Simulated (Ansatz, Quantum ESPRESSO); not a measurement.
# NaI (Fm-3m): from Born charge to LO-TO splitting

How high does the longitudinal optical mode of NaI (Fm-3m) lie, given the transverse one, the Born charge and ε∞?

Program: Quantum ESPRESSO 8.0 development, patched. Level of theory: DFT LDA, scalar-relativistic, plane waves, PseudoDojo norm-conserving pseudopotentials. Results are calculated unless marked as measured.

**1. Set-up**

The structure is cubic, space group Fm-3m (No. 225). Conventional cell: a = 6.262 Å, b = 6.262 Å, c = 6.262 Å, α = 90.00°, β = 90.00°, γ = 90.00°. Na has 6 I at 3.13 Å nearest. Nearest to I lie 6 Na at 3.13 Å. Farther neighbours and most contacts between anions are not listed.

Coordinates:

```
CELL_PARAMETERS angstrom
-3.13115 0.00000 3.13115
0.00000 3.13115 3.13115
-3.13115 3.13115 0.00000
ATOMIC_POSITIONS crystal
Na 0.00000 0.00000 0.00000
I 0.50000 0.50000 0.50000
```

This is the cell after its relaxation at this level of theory, not the database cell from which that began.

**2. What the response run gave**

A linear-response run on the relaxed cell, with the response to an electric field; only its zone-centre results are used. Cutoff 88 Ry, k mesh 8×8×8.

What it wrote:

```text
[banners, grids, parts of the stress and lines that vanish by symmetry left out]
Program PHONON v.8.0dev
     Dynamical matrices for q-points given in input
     (   1q-points):
[...]
Exchange-correlation= PW
                           (   1   4   0   0   0   0   0)
[...]
kinetic-energy cut-off    =      88.0000  Ry
     charge density cut-off    =     352.0000  Ry
     convergence threshold     =      1.0E-18
[...]
Exchange-correlation= PW
                           (   1   4   0   0   0   0   0)
[...]
q = (   0.0000000   0.0000000   0.0000000 )
     49 Sym.Ops. (with q -> -q+G )
     G cutoff = 1248.6718  (  45911 G-vectors)     FFT grid: ( 50, 50, 50)
     number of k points=    29
[...]
Mode symmetry, O_h (m-3m)  point group:
[...]
Dielectric constant
[...]
End of electric fields calculation
          Dielectric constant in cartesian axis
          (       3.637185371       0.000000000      -0.000000000 )
          (       0.000000000       3.637185371       0.000000000 )
          (      -0.000000000       0.000000000       3.637185371 )
          Effective charges (d Force / dE) in cartesian axis without acoustic sum rule applied (asr)
           atom    1  Na    Mean Z*:        1.16729
      Ex  (        1.16729       -0.00000       -0.00000 )
      Ey  (       -0.00000        1.16729        0.00000 )
      Ez  (       -0.00000       -0.00000        1.16729 )
           atom    2  I     Mean Z*:       -1.16794
      Ex  (       -1.16794       -0.00000       -0.00000 )
      Ey  (        0.00000       -1.16794        0.00000 )
      Ez  (       -0.00000        0.00000       -1.16794 )
          Effective charges Sum: Mean:       -0.00065
[...]
Effective charges (d Force / dE) in cartesian axis with asr applied:
           atom    1  Na    Mean Z*:        1.16761
[...]
atom    2  I     Mean Z*:       -1.16761
[...]
Dielectric constant from finite-differences
          (       3.636952724      -0.000000000      -0.000000000 )
          (      -0.000000000       3.636952724       0.000000000 )
          (      -0.000000000       0.000000000       3.636952724 )
[...]
(       0.000000000       0.000000000      -0.000000000 )
          (      -0.000000000      -0.000000000      -0.000000000 )
          (      -0.000000000       0.000000000       0.000000000 )
          (       0.000000000       0.000000000      -0.000000000 )
          (       0.000000000       0.000000000      -0.000000000 )
          (       0.000000000       0.000000000       0.000000000 )
          (       0.000000000      -0.000000000       0.000000000 )
          (      -0.000000000      -0.000000000       0.000000000 )
[...]
(      -0.000000000       0.000000000      -0.000000000 )
          (       0.000000000      -0.000000000      -0.000000000 )
          (      -0.000000000       0.000000000      -0.000000000 )
          (      -0.000000000      -0.000000000       0.000000000 )
          (      -0.000000000       0.000000000      -0.000000000 )
[...]
Representation #   1 modes #   1   2   3
[...]
End of self-consistent calculation
     Convergence has been achieved
     Representation #   2 modes #   4   5   6
[...]
End of self-consistent calculation
     Convergence has been achieved
[...]
Dielectric constant in cartesian axis
          (       3.637185371       0.000000000      -0.000000000 )
          (       0.000000000       3.637185371       0.000000000 )
          (      -0.000000000       0.000000000       3.637185371 )
          Effective charges (d Force / dE) in cartesian axis without acoustic sum rule applied (asr)
           atom    1  Na    Mean Z*:        1.16729
      Ex  (        1.16729       -0.00000       -0.00000 )
      Ey  (       -0.00000        1.16729        0.00000 )
      Ez  (       -0.00000       -0.00000        1.16729 )
           atom    2  I     Mean Z*:       -1.16794
      Ex  (       -1.16794       -0.00000       -0.00000 )
      Ey  (        0.00000       -1.16794        0.00000 )
      Ez  (       -0.00000        0.00000       -1.16794 )
          Effective charges Sum: Mean:       -0.00065
[...]
Effective charges (d Force / dE) in cartesian axis with asr applied:
           atom    1  Na    Mean Z*:        1.16761
[...]
atom    2  I     Mean Z*:       -1.16761
[...]
q = (    0.000000000   0.000000000   0.000000000 )
[...]
freq (    1) =       0.107566 [THz] =       3.588025 [cm-1]
     freq (    2) =       0.107566 [THz] =       3.588025 [cm-1]
     freq (    3) =       0.107566 [THz] =       3.588025 [cm-1]
     freq (    4) =       3.915321 [THz] =     130.601045 [cm-1]
     freq (    5) =       3.915321 [THz] =     130.601045 [cm-1]
     freq (    6) =       3.915321 [THz] =     130.601045 [cm-1]
[...]
Mode symmetry, O_h (m-3m)  point group:
     freq (   1-   3) =          3.6  [cm-1]   --> T_1u G_15  G_4- I
     freq (   4-   6) =        130.6  [cm-1]   --> T_1u G_15  G_4- I

   JOB DONE.
```

```csv
quantity,value
cell volume Ω (Å³),61.396
mass of Na (u),22.990
mass of I (u),126.904
"Born charge of Na, raw (e)",1.167
"Born charge of I, raw (e)",-1.168
ε∞,3.637
ω(TO) after the sum rule (cm⁻¹),130.3
```

**3. The calculation**

The charges must sum to zero over the cell; taking off their mean, 0.000 e, leaves Z* = 1.168 e on Na. In the polar mode Na moves against I, so the reduced mass is μ = 22.99 × 126.90 / 149.89 = 19.464 u.

A longitudinal wave builds up a field that adds to the restoring force: ω(LO)² = ω(TO)² + 4π Z*² / (μ Ω ε∞), in Hartree atomic units. With μ = 35480 electron masses and Ω = 414.32 bohr³ the second term is 3.2041e-07 Ha², or 15434 cm⁻² (1 Ha = 219474.6 cm⁻¹).

So ω(LO) = √(16986 + 15434) = 180.1 cm⁻¹, and by the Lyddane-Sachs-Teller relation ε₀ = ε∞ (ω(LO)/ω(TO))² = 6.94.

**4. Check against the program**

The analysis program adds the same non-analytic term to the full matrix, here for q along (1 0 0).

What it wrote:

```text
[banner, memory and clock lines left out]
Program DYNMAT v.8.0dev

     Reading Dynamical Matrix from file g.dyn
     ...Force constants read
     ...epsilon and Z* read
     ...Raman cross sections read

     Polarizability (A^3 units)
     multiply by 0.532180 for Clausius-Mossotti correction (not under assume_isolated = 'mt')
        12.884640    0.000000   -0.000000
         0.000000   12.884640    0.000000
        -0.000000    0.000000   12.884640

     IR activities are in (D/A)^2/amu units

# mode   [cm-1]    [THz]      IR
    1     -0.00   -0.0000    0.0000
    2      0.00    0.0000    0.0000
    3      0.00    0.0000    0.0000
    4    130.33    3.9072    1.6160
    5    130.33    3.9072    1.6160
    6    180.06    5.3979    1.6160
```

ε₀ comes from the program's run without a direction of q.

```csv
quantity,by hand,program
ω(LO) (cm⁻¹),180.1,180.1
ε₀,6.94,6.94
```

**5. What came out**

* TO mode: 130.3 cm⁻¹
* LO mode: 180.1 cm⁻¹
* static dielectric constant: 6.942

**Reading.** The LO mode of NaI (Fm-3m) lies at 180 cm⁻¹, 50 cm⁻¹ above the TO mode; the formula meets the program within 0.1 cm⁻¹, as it must for a cubic crystal with one polar mode. ω(LO)² − ω(TO)² goes with Z*²/ε∞: an error of 5 % in ε∞ would move the LO mode by 2.1 cm⁻¹, and semilocal functionals tend to overestimate ε∞. These are harmonic values at zero temperature, at the volume of this functional, for the structure held cubic; stability elsewhere in the zone is no part of this calculation.

[Host names and launcher messages were left out of these logs when they were recorded.]

[Logs are printed without paths, hosts, clocks, repeated set-up lines and the standing remarks that a program may print on its own settings, such as how far it seeks lower states.]

[Hosts, paths, dates, database ids (printed as entryN), source tags and the programs' standing remarks are cut or masked in the printed files.]
